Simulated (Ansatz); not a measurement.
# How many bands does the GW gap of BaThO3 (Pm-3m) need?, part 2 of 2

Wanted: a G0W0 gap for BaThO3 (Pm-3m) that is converged in bands and cutoff, or an estimate of the limit.

Ansatz 0.2.0; G0W0 on LDA, plane waves, PAW. Known limits of the many-body steps: not at the basis limit; f levels unsure; no spin-orbit coupling.

So far. Step 4 (1223 empty bands, screening to 330 eV): Against the run with 6×6×6 mesh, 621 empty bands, screening to 210 eV, hard PAW files, the gap moves by +0.18 eV.

The database entry behind the starting cell is an old determination (1934), so it need not match the best structure at ambient conditions.

### 5. 2147 empty bands, screening to 480 eV

Contents of input.yaml:

```yaml
crystal:
  lattice:
    - [4.48, 0.0, 0.0]
    - [0.0, 4.48, 0.0]
    - [0.0, 0.0, 4.48]
  atoms:
    - { symbol: Ba, position: [0.0, 0.0, 0.0] }
    - { symbol: Th, position: [0.5, 0.5, 0.5] }
    - { symbol: O, position: [0.5, 0.5, 0.0] }
    - { symbol: O, position: [0.0, 0.5, 0.5] }
    - { symbol: O, position: [0.5, 0.0, 0.5] }
kpoints:
  mp_grid: { grid: [6, 6, 6] }
hamiltonian:
  xc: lda
  pseudopotentials: { kind: paw, source: ansatz }
scf:
  occupations: { method: fixed }
gw:
  n_empty_bands: 2147
  ecut_chi: 480
  qp_bands: [v2, c2]
  qp_kpoints: band_edges
  screening: { model: contour_deformation }
```

Command:

```console
$ ansatz run input.yaml --threads 16 --pin off --max-ram 82944MiB --backend cuda --events-out ev --progress --plain --runs-dir out --devices 1 --max-vram 78GiB
```

Numbers of over 12 decimals in the logs are rounded to 6 here.

What it wrote:

```text
GPUs: using 1 of 1 available (devices: 1).
[...]
Crystal: 5 atoms, lattice volume = 89.915 Å³
Basis set: ecut = 930 eV, 5743 PW (Γ)
Bands: 25, of which v1, the nominal top of the filled ones, is band 20 counted from 1 (19 counted from 0)
Symmetry: 48 space group operations
[...]
k-points: 20 of 216
[...]
1    21     13.2103    -6.0401    -4.2654   -11.1124  0.8315    14.0232    14.0173  root
     1    22     13.2300    -6.3976    -4.2335   -11.4385  0.8279    14.0434    14.0375  root
[...]
19    19      8.8261   -24.7924     3.6882   -20.0538  0.7398     7.7606     7.7758  root
    19    20      8.8261   -24.7924     3.6882   -20.0538  0.7398     7.7606     7.7758  root
    19    21     13.7682    -8.0705    -4.7402   -13.9524  0.8232    14.9229    14.9099  root
    19    22     13.7682    -8.0705    -4.7402   -13.9524  0.8232    14.9229    14.9099  root
[key lines of the parts left out:]
SCF converged after 9 iterations
```

Elapsed: 5.3 min, on 1 × NVIDIA GB200 (shared by 2 runs) with 16 threads of Arm Neoverse V2, shared host; peak memory 19 GiB; 23 min of CPU time.

This step gave:

```
bands summed                                 : 2167
RPA ε∞ on this mesh (eigenvalues)            : 4.229, 4.229, 4.229
plane waves in the screening matrix          : 2109
G0W0 gap on the mesh                         : 4.629 eV
k of the valence top                         : 0, 0, 0
k of the conduction bottom                   : 0, 0, 0
starting gap on the mesh                     : 2.862 eV
least direct G0W0 gap on the computed points : 4.629 eV
```

Against the run with 6×6×6 mesh, 1223 empty bands, screening to 330 eV, hard PAW files, the gap moves by +0.10 eV.

### 6. Changing the k mesh: 8×8×8 mesh, 302 empty bands, screening to 130 eV, hard PAW files

Only the mesh changes. It samples the long-range screening, which converges on its own terms. Bands and cutoff differ from the step before, so it is read against an earlier run that matches them.

Edit input.yaml of step 5 so:

```diff
@@ -12,3 +12,3 @@
 kpoints:
-  mp_grid: { grid: [6, 6, 6] }
+  mp_grid: { grid: [8, 8, 8] }
 hamiltonian:
@@ -19,4 +19,4 @@
 gw:
-  n_empty_bands: 2147
-  ecut_chi: 480
+  n_empty_bands: 302
+  ecut_chi: 130.0
   qp_bands: [v2, c2]
```

What it wrote:

```text
GPUs: using 1 of 1 available (devices: 1).
[...]
Crystal: 5 atoms, lattice volume = 89.915 Å³
Basis set: ecut = 930 eV, 5743 PW (Γ)
Bands: 25, of which v1, the nominal top of the filled ones, is band 20 counted from 1 (19 counted from 0)
Symmetry: 48 space group operations
[...]
k-points: 35 of 512
[...]
6    20      9.8620   -26.7481     3.7988   -22.6389  0.7676     9.5506     9.5516  root
     6    21     13.5891    -6.6346    -4.2017   -11.8576  0.8263    14.6206    14.6104  root
[...]
34    19      8.8261   -24.7885     4.2123   -20.0538  0.7477     8.3003     8.3037  root
    34    20      8.8261   -24.7885     4.2123   -20.0538  0.7477     8.3003     8.3037  root
    34    21     13.7682    -8.0748    -4.5618   -13.9525  0.8241    15.1016    15.0841  root
    34    22     13.7682    -8.0748    -4.5618   -13.9525  0.8241    15.1016    15.0841  root
[key lines of the parts left out:]
SCF converged after 9 iterations
```

The job ended after 44 s (1 × NVIDIA GB200 (shared by 2 runs) with 16 threads; peak memory 3.2 GiB).

Numbers from this step:

```
bands summed                                 : 322
RPA ε∞ on this mesh (eigenvalues)            : 4.247, 4.247, 4.247
plane waves in the screening matrix          : 305
G0W0 gap on the mesh                         : 4.124 eV
k of the valence top                         : 0, 0, 0
k of the conduction bottom                   : 0, 0, 0
starting gap on the mesh                     : 2.862 eV
least direct G0W0 gap on the computed points : 4.124 eV
```

Against the run with 6×6×6 mesh, 302 empty bands, screening to 130 eV, hard PAW files, the gap moves by +0.001 eV.

### 7. Convergence and cost

Times are wall times on 1 × NVIDIA GB200 (shared by 2 runs) with 16 threads of Arm Neoverse V2, shared host, good to a factor of about two.

| mesh | files | frequency | bands summed | cutoff (eV) | start (eV) | G0W0 (eV) | time | host memory (GiB) |
| --- | --- | --- | --- | --- | --- | --- | --- | --- |
| 6×6×6 | hard PAW | contour deformation | 322 | 130 | 2.862 | 4.123 | 12 s | 2.2 |
| 6×6×6 | hard PAW | contour deformation | 641 | 210 | 2.862 | 4.354 | 26 s | 3.9 |
| 6×6×6 | hard PAW | contour deformation | 1243 | 330 | 2.862 | 4.532 | 83 s | 8.3 |
| 6×6×6 | hard PAW | contour deformation | 2167 | 480 | 2.862 | 4.629 | 5.3 min | 19 |
| 8×8×8 | hard PAW | contour deformation | 322 | 130 | 2.862 | 4.124 | 44 s | 3.2 |

How the two edges are built up, in eV (the quasiparticle level is the starting level plus Σx plus Σc less Vxc):

| run | edge | start | Σx | Σc | Vxc | Z | QP |
| --- | --- | --- | --- | --- | --- | --- | --- |
| 322 bands | valence top | 10.02 | -26.84 | 3.81 | -22.70 | 0.77 | 9.68 |
| 322 bands | conduction bottom | 12.88 | -5.67 | -4.09 | -10.68 | 0.84 | 13.81 |
| 641 bands | valence top | 10.02 | -26.84 | 3.50 | -22.70 | 0.77 | 9.38 |
| 641 bands | conduction bottom | 12.88 | -5.67 | -4.16 | -10.68 | 0.83 | 13.73 |
| 1243 bands | valence top | 10.02 | -26.84 | 3.28 | -22.70 | 0.76 | 9.16 |
| 1243 bands | conduction bottom | 12.88 | -5.67 | -4.20 | -10.68 | 0.83 | 13.69 |
| 2167 bands | valence top | 10.02 | -26.84 | 3.17 | -22.70 | 0.76 | 9.05 |
| 2167 bands | conduction bottom | 12.88 | -5.67 | -4.22 | -10.68 | 0.83 | 13.68 |

### 8. Results

```json
{
 "322 bands, 130 eV": "4.123 eV",
 "641 bands, 210 eV": "4.354 eV",
 "1243 bands, 330 eV": "4.532 eV",
 "2167 bands, 480 eV": "4.629 eV",
 "estimated limit in bands and cutoff": "4.76 eV",
 "mesh and start": "6×6×6, LDA"
}
```

**Reading.** A line in one over the bands through the two highest rungs gives 4.76 eV, +0.13 eV from the top rung; the pair below gives 4.72 eV, so the estimate is still climbing. The rungs stand 0.64 eV (322 bands), 0.41 eV (641 bands), 0.23 eV (1243 bands) and 0.13 eV (2167 bands) from it. From 322 to 2167 bands the gap moves by +0.51 eV while the time grows 26-fold. Σc changes by −0.64 eV at the valence top and −0.13 eV at the conduction bottom, so the valence edge carries most of the change. On the 8×8×8 mesh in place of 6×6×6 the gap differs by +0.001 eV, of which +0.00 eV is already in the start. Gaps are over the mesh's points; an edge off the mesh would be missed. This is the ideal cubic cell; many perovskites, halides above all, are cubic only on average, and local tilts or off-centring can widen the gap. The compound holds f electrons or empty f levels, where one-shot G0W0 is unsure. The many-body steps are scalar-relativistic: spin-orbit coupling is not in them.

[Paths, hosts, dates, memory and timing lines, banners, echoed tables and standing remarks are left out of the program output.]

[Logs are printed without paths, hosts, clocks, repeated set-up lines and the standing remarks that a program may print on its own settings, such as how far it seeks lower states.]

[Runs of the session that timed out or met a known fault of the program may be left out.]

[Cells called generated may have been cut or substituted from an entry of the Crystallography Open Database or the Materials Project.]

[Hosts, paths, dates, database ids (printed as entryN), source tags and the programs' standing remarks are cut or masked in the printed files.]
